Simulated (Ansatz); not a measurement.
# How W (Tungsten, Im-3m) expands on warming, part 2 of 2

Wanted: α(T), C_P(T) and B(T) of W (Tungsten) in the quasi-harmonic approximation.

Ansatz 0.2.0; DFT PBEsol, scalar-relativistic, plane waves, PAW; PAW set soft_1.

So far. Step 2 (A first coarse run): The start is under -2.7 GPa at this level and looks like a metal on this mesh. Step 4 (Tight relaxation): The residual pressure is -2.7e-4 GPa, small enough for phonons. The relaxed cell has a = 3.154 Å (conventional setting).

### Step 5. The quasi-harmonic study

The study relaxes the crystal at several strains, solves the phonons on some of them and minimises the free energy at each temperature (static energy, vibrations, the electrons in a metal, and PV under a set pressure); the q-mesh sets how far the force constants reach.

input.yaml reads:

```yaml
crystal:
  lattice:
    - [-1.5771871662, 1.5771871662, 1.5771871662]
    - [1.5771871662, -1.5771871662, 1.5771871662]
    - [1.5771871662, 1.5771871662, -1.5771871662]
  atoms:
    - { symbol: W, position: [0.0, 0.0, 0.0] }
kpoints:
  mp_grid: { grid: [20, 20, 20] }
hamiltonian:
  xc: pbesol
  pseudopotentials: { kind: paw, azcp: { folder: soft_1 }, xc_functional: pbe }
scf:
  occupations: { method: methfessel_paxton, width: 0.2 }
  lower_state_search: "off"
output:
  eigenvalues: true
phonons:
  method: dfpt
  qmesh: [4, 4, 4]
  temperatures: { t_max: 1200.0, t_step: 50 }
  thermal_expansion: {}
```

The run is started by

```sh
$ ansatz run input.yaml --threads 8 --pin off --max-ram 16384MiB --backend cpu --events-out ev --progress --plain --runs-dir out
```

Numbers of over 12 decimals in the logs are rounded to 6 here.

What it wrote:

```text
[...]
Crystal: 1 atoms, lattice volume = 15.693 Å³
Basis set: ecut = 487.2 eV, 381 PW (Γ), exchange–correlation on 40×40×40 points (8 copies of the dense FFT grid, shifted against one another)
Bands: 11, of which v1, the nominal top of the filled ones, is band 7 counted from 1 (6 counted from 0)
Symmetry: 48 space group operations
[...]
k-points: 256 of 8000
[...]
SCF iter   1: F=—  HF=-10257.807037 eV  |F-HF|=—  |Δ(HF+E_count)|=         —  Δρ=6.39e-2  dr2=5.49e-1  ethr=3.10e-3  ⟨swp⟩=5.0  Hψ=14644  notcnv=0
[...]
SCF iter   7: F=-10257.587285 eV  HF=-10257.587285 eV  |F-HF|=1.82e-12  |Δ(HF+E_count)|=  1.38e-10  S|Δr|=    0.00e0  Δρ=1.05e-7  dr2=7.42e-13  ethr=1.00e-12  ⟨swp⟩=5.4  Hψ=10474  notcnv=0
the search or the solves at the SCF's close seem to have found levels that the self-consistency loop had missed (the run counts 1). By its estimate they hold under 1e-12 electrons; where the run keeps them, the occupations were computed again with them
SCF 1 converged in 7 iterations: F = -10257.587285 eV  dr2 = 7.42e-13
[...]
relax step   1: F+E_penalty+E_count = -10257.58728548 eV  Δ(F+E_penalty+E_count) = +0.000e0 eV  max|allowed force component| = 0.000e0 eV/Å  Δτ_max = 0.0000 Å  (7 SCF iters, accepted)
SCF converged after 7 iterations
[...]
Free energy (F): -10257.587285 eV
[...]
Internal energy: -10257.588853 eV  (E = F + TS)
E sigma→0 (E₀):  -10257.587677 eV
Entropy (-TS):   0.001568 eV (1.568 meV/atom)
Fermi energy:    22.558348 eV
[...]
--- Stress (GPa, compression-positive) ---
       -0.013158       0.000000       0.000000
       -0.000000      -0.013158      -0.000000
        0.000000       0.000000      -0.013158
  P = ⅓ Tr σ = -0.0132 GPa (-0.132 kbar)
--- Band table (eV; the first three rows and the last of 256) ---
  k-point 0: bands = [... 3 lower, -15.1393, 12.7968, 21.2398, 21.2398, 21.2398, 24.7536, 24.7536, 37.0411]
  k-point 1: bands = [... 3 lower, -15.1395, 12.9204, 21.1645, 21.2242, 21.3592, 24.6298, 24.7546, 37.1475]
  k-point 2: bands = [... 3 lower, -15.1400, 13.2800, 20.9531, 21.1583, 21.7142, 24.3470, 24.7625, 37.4267]
  k-point 255: bands = [... 3 lower, -16.0770, 16.5665, 16.5665, 27.7475, 27.7475, 27.7475, 30.8318, 30.8318]
── thermal expansion: 3 new cells, 3 in all ──
thermal expansion: relaxation of cell 2
thermal expansion: relaxation of cell 3
── thermal expansion: 2 new cells, 5 in all ──
thermal expansion: relaxation of cell 4
thermal expansion: electrons of cell 4
thermal expansion: phonons of cell 4
WARN: thermal expansion, phonons of cell 4: eigensolver did not converge (k=165): 1 band(s) unlocked after 20 sweeps at ethr=1.00e-12 eV (lowest unlocked band 10, counted from 0; max residual 1.29e-5 eV among the unlocked bands, 1.29e-5 eV over every band)
thermal expansion: relaxation of cell 5
thermal expansion: electrons of cell 1
thermal expansion: electrons of cell 2
thermal expansion: electrons of cell 3
thermal expansion: electrons of cell 5
thermal expansion: phonons of cell 5
[...]
── thermal expansion: 5 new cells, 10 in all ──
thermal expansion: relaxation of cell 6
thermal expansion: relaxation of cell 7
thermal expansion: relaxation of cell 8
thermal expansion: relaxation of cell 9
thermal expansion: relaxation of cell 10
thermal expansion: electrons of cell 6
thermal expansion: electrons of cell 7
thermal expansion: electrons of cell 8
thermal expansion: electrons of cell 9
thermal expansion: electrons of cell 10
thermal expansion: phonons of cell 6
[...]
thermal expansion: phonons of cell 7
[...]
WARN: thermal expansion: eigensolver_not_converged in the phonons of 4 cells: 4, 5, 6, 7
--- Relaxed structure (1 steps of the walk, 1 accepted, 0 SCFs on fresh bases) ---
  F+E_penalty+E_count = -10257.58728548 eV   max|allowed force component| = 0.000e0 eV/Å
  atoms:
    - { symbol: W, position: [0.0, 0.0, 0.0] }
--- Thermal expansion: 10 cells in 3 rounds, 0 GPa ---
  no lower state was looked for at cell 4: scf.lower_state_search: off
  without vibrations: a 2.73175, b 2.73175, c 2.73175 Å, V 15.6928 Å³, B 326.31 GPa
  at 0 K: a 2.73324, b 2.73324, c 2.73324 Å, V 15.7185 Å³, B 324.24 GPa
  zero-point expansion: a +0.055, b +0.055, c +0.055, V +0.164 %
      T/K        a/Å        b/Å        c/Å       V/Å³ | expansion of a, b, c, V (1e-6/K)   | that of V in the mean from 25 °C | C_P, C_V (J/mol K of the cell) | B_T, B_S (GPa)
     0.00    2.73324    2.73324    2.73324    15.7185 |    0.00    0.00    0.00    0.00 |    9.05 |     0.000     0.000 |   324.24   324.24
   150.00    2.73402    2.73402    2.73402    15.7319 |    3.72    3.72    3.72   11.16 |   12.49 |    20.590    20.533 |   322.18   323.07
   298.15    2.73571    2.73571    2.73571    15.7611 |    4.43    4.43    4.43   13.28 |       - |    24.142    23.983 |   318.52   320.63
   400.00    2.73696    2.73696    2.73696    15.7828 |    4.59    4.59    4.59   13.76 |   13.55 |    24.883    24.655 |   315.93   318.84
   550.00    2.73888    2.73888    2.73888    15.8160 |    4.73    4.73    4.73   14.20 |   13.83 |    25.498    25.168 |   312.08   316.16
   700.00    2.74085    2.74085    2.74085    15.8501 |    4.85    4.85    4.85   14.54 |   14.06 |    25.931    25.495 |   308.19   313.45
   850.00    2.74286    2.74286    2.74286    15.8851 |    4.95    4.95    4.95   14.85 |   14.26 |    26.300    25.754 |   304.28   310.73
  1000.00    2.74492    2.74492    2.74492    15.9209 |    5.05    5.05    5.05   15.16 |   14.45 |    26.644    25.983 |   300.35   308.00
  1150.00    2.74702    2.74702    2.74702    15.9575 |    5.15    5.15    5.15   15.46 |   14.63 |    26.980    26.197 |   296.40   305.26
  1200.00    2.74773    2.74773    2.74773    15.9699 |    5.19    5.19    5.19   15.57 |   14.69 |    27.092    26.266 |   295.07   304.34
  the static fit leaves 0.001 meV an atom of the energies and, of the stresses, 0.000 GPa of each cell's largest along a strain (root mean squares over the cells), whose Pulay part it has at -0.021 GPa
  vibrations' free energy: its fit passes through its cells
  the electrons' free energy at temperature is in it; its fit leaves 0.0003 meV an atom at the most
  free energies summed between the sampled wave vectors
  estimated error of the fitted expansion in any direction: up to 0.014e-6/K, at 1200 K, with few degrees of freedom (an estimate, not a bound: it was exceeded on models of known expansion)
  by sums over the sampled wave vectors an expansion of the volume parts by up to 0.17e-6/K
  by a static energy of one degree less an expansion of the volume parts by up to 0.01e-6/K
  eigensolver_not_converged in the phonons of 4 cells: 4, 5, 6, 7
```

The job ended after 8.9 min (8 threads of Arm Neoverse V1, shared host; peak memory 3.8 GiB; 61 min of CPU time).

Numbers from this step:

* pressure: -0.01316 GPa
* volume expansion coefficient at 298 K: 13.28 1e-6/K
* C_P at 298 K: 24.14 J/mol-atom/K
* entropy at 298 K: 32.95 J/mol-atom/K
* isothermal bulk modulus at 298 K: 318.5 GPa
* Grüneisen parameter at 298 K: 1.674
* volume at 298 K: 15.76 Å³/atom
* principal linear expansion coefficients at 298 K: 4.425, 4.425, 4.425 1e-6/K

Strained cells of the study; zero-point energy where phonons were solved; the pressures are stresses at a fixed cutoff and can carry an offset from the finite basis. Expansion cells, by row:

```
cell  |a| (Å)  |b| (Å)  |c| (Å)  V (Å³/atom)  E - E_lowest (meV/atom)  pressure, compression positive (GPa)  gap (eV)  zero-point energy (meV/atom)
   1    2.732    2.732    2.732        15.69                        0                                -0.034         -                             -
   2    2.754    2.754    2.754        16.07                     9.01                                -7.456         -                             -
   3     2.71     2.71     2.71        15.32                    9.251                                  8.15         -                             -
   4    2.732    2.732    2.732         15.7                    0.001                                -0.086         -                         30.18
   5    2.746    2.746    2.746        15.93                    3.635                                -4.816         -                         29.39
   6    2.739    2.739    2.739        15.82                    1.039                                -2.615         -                         29.76
   7    2.754    2.754    2.754        16.07                    8.939                                -7.428         -                         28.93
   8    2.705    2.705    2.705        15.23                    14.41                                 10.28         -                             -
   9    2.718    2.718    2.718        15.46                    3.519                                 4.943         -                             -
  10    2.764    2.764    2.764        16.26                    19.83                                -10.83         -                             -
```

Quasi-harmonic; a, b, c are the run's own cell vectors. Expansion, by row:

```
T (K)  a (Å)  b (Å)  c (Å)  alpha (deg)  beta (deg)  gamma (deg)  cell volume (Å³/cell)  alpha_a (1e-6/K)  alpha_b (1e-6/K)  alpha_c (1e-6/K)  alpha_V (1e-6/K)  C_P (J/mol-atom/K)  C_V (J/mol-atom/K)  S (J/mol-atom/K)  B_T (GPa)  B_S (GPa)  Grueneisen  extrapolation  fit error (1e-6/K)
    0  2.733  2.733  2.733        109.5       109.5        109.5                  15.72                 0                 0                 0                 0                   0                   0                 0      324.2      324.2           -              0                   0
   50  2.733  2.733  2.733        109.5       109.5        109.5                  15.72                 1                 1                 1              3.01                5.99               5.988             2.108      324.1      324.2        1.54              0                   0
  100  2.734  2.734  2.734        109.5       109.5        109.5                  15.72               2.9               2.9               2.9              8.69               16.27               16.24             9.839      323.3      323.8       1.637              0                   0
  150  2.734  2.734  2.734        109.5       109.5        109.5                  15.73              3.72              3.72              3.72             11.16               20.59               20.53             17.38      322.2      323.1        1.66              0                   0
  200  2.735  2.735  2.735        109.5       109.5        109.5                  15.74               4.1               4.1               4.1             12.29               22.52               22.43              23.6        321      322.3       1.668              0                   0
  250  2.735  2.735  2.735        109.5       109.5        109.5                  15.75               4.3               4.3               4.3             12.91               23.54               23.42             28.75      319.7      321.5       1.672              0                   0
298.1  2.736  2.736  2.736        109.5       109.5        109.5                  15.76              4.43              4.43              4.43             13.28               24.14               23.98             32.95      318.5      320.6       1.674              0                   0
  300  2.736  2.736  2.736        109.5       109.5        109.5                  15.76              4.43              4.43              4.43             13.29               24.16                  24              33.1      318.5      320.6       1.674              0                   0
  350  2.736  2.736  2.736        109.5       109.5        109.5                  15.77              4.52              4.52              4.52             13.55               24.58               24.38             36.85      317.2      319.7       1.675              0                   0
  400  2.737  2.737  2.737        109.5       109.5        109.5                  15.78              4.59              4.59              4.59             13.76               24.88               24.66             40.16      315.9      318.8       1.676              0                   0
  450  2.738  2.738  2.738        109.5       109.5        109.5                  15.79              4.64              4.64              4.64             13.92               25.12               24.86              43.1      314.6        318       1.676              0                0.01
  500  2.738  2.738  2.738        109.5       109.5        109.5                   15.8              4.69              4.69              4.69             14.07               25.32               25.03             45.76      313.4      317.1       1.677              0                0.01
  550  2.739  2.739  2.739        109.5       109.5        109.5                  15.82              4.73              4.73              4.73              14.2                25.5               25.17             48.18      312.1      316.2       1.677              0                0.01
  600   2.74   2.74   2.74        109.5       109.5        109.5                  15.83              4.77              4.77              4.77             14.32               25.65               25.29             50.41      310.8      315.3       1.677              0                0.01
  650   2.74   2.74   2.74        109.5       109.5        109.5                  15.84              4.81              4.81              4.81             14.43                25.8                25.4             52.47      309.5      314.4       1.677              0                0.01
  700  2.741  2.741  2.741        109.5       109.5        109.5                  15.85              4.85              4.85              4.85             14.54               25.93                25.5             54.38      308.2      313.4       1.678              0                0.01
  750  2.742  2.742  2.742        109.5       109.5        109.5                  15.86              4.88              4.88              4.88             14.65               26.06               25.59             56.18      306.9      312.6       1.678              0                0.01
  800  2.742  2.742  2.742        109.5       109.5        109.5                  15.87              4.92              4.92              4.92             14.75               26.18               25.67             57.86      305.6      311.6       1.678              0                   0
  850  2.743  2.743  2.743        109.5       109.5        109.5                  15.89              4.95              4.95              4.95             14.85                26.3               25.75             59.45      304.3      310.7       1.679              0                   0
  900  2.744  2.744  2.744        109.5       109.5        109.5                   15.9              4.98              4.98              4.98             14.95               26.42               25.83             60.96        303      309.8       1.679              0                   0
  950  2.744  2.744  2.744        109.5       109.5        109.5                  15.91              5.02              5.02              5.02             15.06               26.53               25.91             62.39      301.7      308.9       1.679              0                   0
 1000  2.745  2.745  2.745        109.5       109.5        109.5                  15.92              5.05              5.05              5.05             15.16               26.64               25.98             63.76      300.4        308        1.68              0                   0
 1050  2.746  2.746  2.746        109.5       109.5        109.5                  15.93              5.09              5.09              5.09             15.26               26.76               26.05             65.06        299      307.1        1.68              0                0.01
 1100  2.746  2.746  2.746        109.5       109.5        109.5                  15.95              5.12              5.12              5.12             15.36               26.87               26.13             66.31      297.7      306.2       1.681              0                0.01
 1150  2.747  2.747  2.747        109.5       109.5        109.5                  15.96              5.15              5.15              5.15             15.46               26.98                26.2              67.5      296.4      305.3       1.681              0                0.01
 1200  2.748  2.748  2.748        109.5       109.5        109.5                  15.97              5.19              5.19              5.19             15.57               27.09               26.27             68.65      295.1      304.3       1.682              0                0.01
```

The expansion coefficient by temperature; values in 1e-6/K:

```csv
temperature (K),volume,principal 1
0,0,0
50,3.01,1
100,8.69,2.9
200,12.3,4.1
250,12.9,4.3
298,13.3,4.43
300,13.3,4.43
350,13.6,4.52
450,13.9,4.64
500,14.1,4.69
550,14.2,4.73
600,14.3,4.77
650,14.4,4.81
700,14.5,4.85
800,14.8,4.92
850,14.8,4.95
900,14.9,4.98
950,15.1,5.02
1000,15.2,5.05
1100,15.4,5.12
1150,15.5,5.15
1200,15.6,5.19
```

At 298 K the volume expansion is 13.3 × 10⁻⁶/K and B_T is 319 GPa. The q-mesh is coarse, so this is a first estimate. The program raised the cutoff to 487.2 eV by itself: with no cutoff typed, the study takes about 1.16 times the default for its relaxations and scales it with the volume for the phonons.

### Step 6. Outcome

```json
{
  "settings of these figures": "PBEsol, 487.2 eV, k 20×20×20, q 4×4×4",
  "volume expansion coefficient at 298 K": "13.28 1e-6/K",
  "C_P at 298 K": "24.14 J/mol-atom/K",
  "entropy at 298 K": "32.95 J/mol-atom/K",
  "isothermal bulk modulus at 298 K": "318.5 GPa",
  "Grüneisen parameter at 298 K": "1.674",
  "volume at 298 K": "15.76 Å³/atom",
  "principal linear expansion coefficients at 298 K": "4.425, 4.425, 4.425 1e-6/K"
}
```

Near room temperature W (Tungsten) expands by 13.3 × 10⁻⁶/K in volume by PBEsol, with C_P = 24.1 J/(mol K) per mole of atoms and B_T = 319 GPa. The q-mesh is coarse, and the expansion can converge slowly with it. C_P at room temperature is 97 % of the classical 3R an atom. In this metal the study includes the electrons' free energy, which adds a term that grows with temperature, so the heat capacities need not level off at 3R. The log notes that a few bands missed the eigensolver's threshold in the phonon runs. The PAW files were made for PBE and are used here under another functional, for which the program regenerates the frozen cores.

[Logs are printed without paths, hosts, clocks, repeated set-up lines and the standing remarks that a program may print on its own settings, such as how far it seeks lower states.]

[Hosts, paths, dates, database ids (printed as entryN), source tags and the programs' standing remarks are cut or masked in the printed files.]

[A step with changed settings may run another functional than the one named; its input shows which.]
